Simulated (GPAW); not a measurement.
# Magnetic state of MnSi from several starts

A self-consistent run ends on one state, which hangs on the start. Several orders of MnSi are started in GPAW and their energies compared.

Method: LDA; plane waves with GPAW's PAW setups, scalar-relativistic, in GPAW 26.7.0.

**Measured values to reproduce.**

For MnSi, cubic B20 (bulk crystal, 0 K), “Understanding the muSR spectra of MnSi without magnetic polarons” (2014, arxiv:1405.0140) quotes earlier work: moment (static ordered moment per Mn, T to 0 K) about 0.4 μB [Rounded literature value for the low-temperature limit].

Most raw output is cut from this account.

The database entry behind the starting cell differs from later determinations by our own check (0.1 to 0.3 % short, probably kX units), so it need not match the best structure at ambient conditions.

### Step 1. Set-up

The structure is cubic, space group P2_13 (No. 198). Conventional cell: a = 4.548 Å, b = 4.548 Å, c = 4.548 Å, α = 90.00°, β = 90.00°, γ = 90.00°. Mn has 7 Si at 2.30 to 2.53 Å nearest. Si has 7 Mn at 2.30 to 2.53 Å nearest. Farther neighbours are not listed.

### Step 2. Start 1: ferro ++++

The parallel start comes first: it fits the smallest cell, keeps the most symmetry and shows whether parallel moments form.

The input, order1.py:

```python
import json
import numpy as np
from ase import Atoms
from ase.parallel import paropen, parprint
from gpaw import GPAW

atoms = Atoms(['Mn', 'Mn', 'Mn', 'Mn', 'Si', 'Si', 'Si', 'Si'],
    cell=[[4.548, 0.0, 0.0],
         [0.0, 4.548, 0.0],
         [0.0, 0.0, 4.548]],
    scaled_positions=[[0.138, 0.138, 0.138],
         [0.362, 0.862, 0.638],
         [0.638, 0.362, 0.862],
         [0.862, 0.638, 0.362],
         [0.846, 0.846, 0.846],
         [0.654, 0.154, 0.346],
         [0.346, 0.654, 0.154],
         [0.154, 0.346, 0.654]],
    pbc=True,
    magmoms=[3.5, 3.5, 3.5, 3.5, 0.0, 0.0, 0.0, 0.0])
atoms.calc = GPAW(mode={'name': 'pw', 'ecut': 550},
    xc='LDA',
    kpts={'size': (6, 6, 6), 'gamma': True},
    occupations={'name': 'fermi-dirac', 'width': 0.05},
    convergence={'density': 1e-05, 'energy': 1e-05},
    maxiter=200,
    symmetry={'tolerance': 1e-4},
    txt='order1.txt')
e = atoms.get_potential_energy(force_consistent=True)
res = {'free_energy': e, 'energy_sigma0': atoms.get_potential_energy(), 'fermi_energy': atoms.calc.get_fermi_level()}
res['moments'] = atoms.get_magnetic_moments().tolist()
res['total'] = atoms.get_magnetic_moment()
parprint('site moments (muB):', np.round(res['moments'], 3))
parprint(f"total moment: {res['total']:.3f} muB")
parprint(f'free energy: {e:.6f} eV')
atoms.calc.write('order1.gpw')
with paropen('results.json', 'w') as f:
    json.dump(res, f)
```

Command:

```
OMP_NUM_THREADS=1 mpirun -n 8 gpaw python order1.py > order1.log
```

The job ended after 50 s (8 MPI ranks of Arm Neoverse V2, shared host; peak memory 1.9 GiB; 6.6 min of CPU time).

Spin moment in the augmentation sphere by atom:

| atom | spin moment in the augmentation sphere (μB) |
| --- | --- |
| Mn1 | 0.855 |
| Mn2 | 0.855 |
| Mn3 | 0.855 |
| Mn4 | 0.855 |
| Si5 | -0.031 |
| Si6 | -0.031 |
| Si7 | -0.031 |
| Si8 | -0.031 |

This step gave:

```
magnetization : 3.334 μB
final state   : ferromagnetic
```

After 20 cycles the largest moment stands at 0.855 μB.

### Step 3. Order 2, typed as antiferro ++--

Reversing part of the moments tests the sign of the couplings between them.

order2.py is the script of step 2 with these lines changed:

```diff
@@ -19,3 +19,3 @@
     pbc=True,
-    magmoms=[3.5, 3.5, 3.5, 3.5, 0.0, 0.0, 0.0, 0.0])
+    magmoms=[3.5, 3.5, -3.5, -3.5, 0.0, 0.0, 0.0, 0.0])
 atoms.calc = GPAW(mode={'name': 'pw', 'ecut': 550},
@@ -27,3 +27,3 @@
     symmetry={'tolerance': 1e-4},
-    txt='order1.txt')
+    txt='order2.txt')
 e = atoms.get_potential_energy(force_consistent=True)
@@ -35,3 +35,3 @@
 parprint(f'free energy: {e:.6f} eV')
-atoms.calc.write('order1.gpw')
+atoms.calc.write('order2.gpw')
 with paropen('results.json', 'w') as f:
```

Command:

```
OMP_NUM_THREADS=1 mpirun -n 8 gpaw python order2.py > order2.log
```

Elapsed: 4.7 min, on 8 MPI ranks; peak memory 2.1 GiB; 38 min of CPU time.

Spin moment in the augmentation sphere by atom:

| atom | spin moment in the augmentation sphere (μB) |
| --- | --- |
| Mn1 | -0.0133 |
| Mn2 | 0.0124 |
| Mn3 | 0.0007 |
| Mn4 | 0.0008 |
| Si5 | 0.0000 |
| Si6 | 0.0000 |
| Si7 | 0.0000 |
| Si8 | 0.0000 |

This step gave:

```yaml
final_state: non-magnetic
```

It lies 22.7 meV a seeded atom over the first start.

### Step 4. Order 3, typed as ferri +++-

An opposed order shows whether the pairs that it reverses prefer unlike signs.

order3.py is the script of step 3 with these lines changed:

```diff
@@ -19,3 +19,3 @@
     pbc=True,
-    magmoms=[3.5, 3.5, -3.5, -3.5, 0.0, 0.0, 0.0, 0.0])
+    magmoms=[3.5, 3.5, 3.5, -3.5, 0.0, 0.0, 0.0, 0.0])
 atoms.calc = GPAW(mode={'name': 'pw', 'ecut': 550},
@@ -27,3 +27,3 @@
     symmetry={'tolerance': 1e-4},
-    txt='order2.txt')
+    txt='order3.txt')
 e = atoms.get_potential_energy(force_consistent=True)
@@ -35,3 +35,3 @@
 parprint(f'free energy: {e:.6f} eV')
-atoms.calc.write('order2.gpw')
+atoms.calc.write('order3.gpw')
 with paropen('results.json', 'w') as f:
```

Command:

```
OMP_NUM_THREADS=1 mpirun -n 8 gpaw python order3.py > order3.log
```

Run time: 2.6 min. Hardware: 8 MPI ranks; peak memory 2.2 GiB; 20 min of CPU time.

Spin moment in the augmentation sphere by atom:

| atom | spin moment in the augmentation sphere (μB) |
| --- | --- |
| Mn1 | 0.855 |
| Mn2 | 0.855 |
| Mn3 | 0.855 |
| Mn4 | 0.855 |
| Si5 | -0.031 |
| Si6 | -0.031 |
| Si7 | -0.031 |
| Si8 | -0.031 |

Read from the output:

- magnetization: 3.334 μB
- final state: ferromagnetic

On 1 Mn atom the moment turned against its typed sign.

It lies level with the first start, and its largest moment is 0.855 μB against 0.855 μB.

### Step 5. Order 4, typed as no spin polarisation

A run without seeds gives the energy of the state without moments.

nospin.py is the script of step 4 with these lines changed:

```diff
@@ -18,4 +18,3 @@
          [0.154, 0.346, 0.654]],
-    pbc=True,
-    magmoms=[3.5, 3.5, 3.5, -3.5, 0.0, 0.0, 0.0, 0.0])
+    pbc=True)
 atoms.calc = GPAW(mode={'name': 'pw', 'ecut': 550},
@@ -27,11 +26,7 @@
     symmetry={'tolerance': 1e-4},
-    txt='order3.txt')
+    txt='nospin.txt')
 e = atoms.get_potential_energy(force_consistent=True)
 res = {'free_energy': e, 'energy_sigma0': atoms.get_potential_energy(), 'fermi_energy': atoms.calc.get_fermi_level()}
-res['moments'] = atoms.get_magnetic_moments().tolist()
-res['total'] = atoms.get_magnetic_moment()
-parprint('site moments (muB):', np.round(res['moments'], 3))
-parprint(f"total moment: {res['total']:.3f} muB")
 parprint(f'free energy: {e:.6f} eV')
-atoms.calc.write('order3.gpw')
+atoms.calc.write('nospin.gpw')
 with paropen('results.json', 'w') as f:
```

Command:

```
OMP_NUM_THREADS=1 mpirun -n 8 gpaw python nospin.py > nospin.log
```

The job ended after 14 s (8 MPI ranks; peak memory 1.6 GiB; 1.9 min of CPU time).

This step gave:

```yaml
final_state: non-magnetic (no spin polarisation)
```

It lies 22.7 meV a seeded atom over the first start.

### Step 6. Energies of the orders

These are free energies at a smearing of 0.05 eV, so its entropy term is in the differences. They are divided by the number of seeded atoms, so that cells of unlike size compare.

Orders:

| start | final state | typed order kept | energy over the lowest (meV a seeded atom) | largest site moment (μB) | net moment (μB a primitive cell) | mesh matched | CPU time (s) |
| --- | --- | --- | --- | --- | --- | --- | --- |
| ferro ++++ | ferromagnetic | yes | 0 | 0.8552 | 3.334 | yes | 395 |
| antiferro ++-- | non-magnetic | no | 22.69 | 0.0133 | 6.56e-4 | yes | 2275 |
| ferri +++- | ferromagnetic | no | 0 | 0.8553 | 3.334 | yes | 1224 |
| no spin polarisation | non-magnetic | - | 22.69 | 0 | 0 | yes | 114.7 |

### Step 7. Summary of results

```
lowest state found                 : ferromagnetic (typed ferro ++++)
largest site moment                : 0.855 μB
next state                         : non-magnetic, 22.7 meV a seeded atom higher
energy gained by spin polarisation : 22.7 meV a seeded atom
```

The lowest state found is ferromagnetic, reached from the start ferro ++++, with moments up to 0.855 μB. All starts that keep moments end in one and the same state, so no two orders were compared. Spin polarisation gains little. 2 starts left the typed pattern (a sign turned or a seeded moment died), so such an energy belongs to the state reached, not the one typed. This is the lowest of 4 finished starts, no proof of the ground state. Computed site moments are spin alone, inside the augmentation sphere; measured ones also hold the orbital part and what lies outside the sphere, and fluctuations can lower them.

Calculation against experiment:

```
        quantity  measured              LDA
moment (Mn) (μB)       0.4  0.86 (+113.8 %)
```

Measured values from arxiv:1405.0140 (2014).

How well it matches: The moment is off by +113.8 %. No cell relaxation is part of this session.

[Logs and program files are shortened in this print: banners, set-up blocks, solver, clock and traceback lines can be left out without a mark of their own.]

[Logs are printed without paths, hosts, clocks, repeated set-up lines and the standing remarks that a program may print on its own settings, such as how far it seeks lower states.]

[Hosts, paths, dates, database ids (printed as entryN), source tags and the programs' standing remarks are cut or masked in the printed files.]

[Where a cell is said to come from a database of computed structures, the database is the Materials Project.]
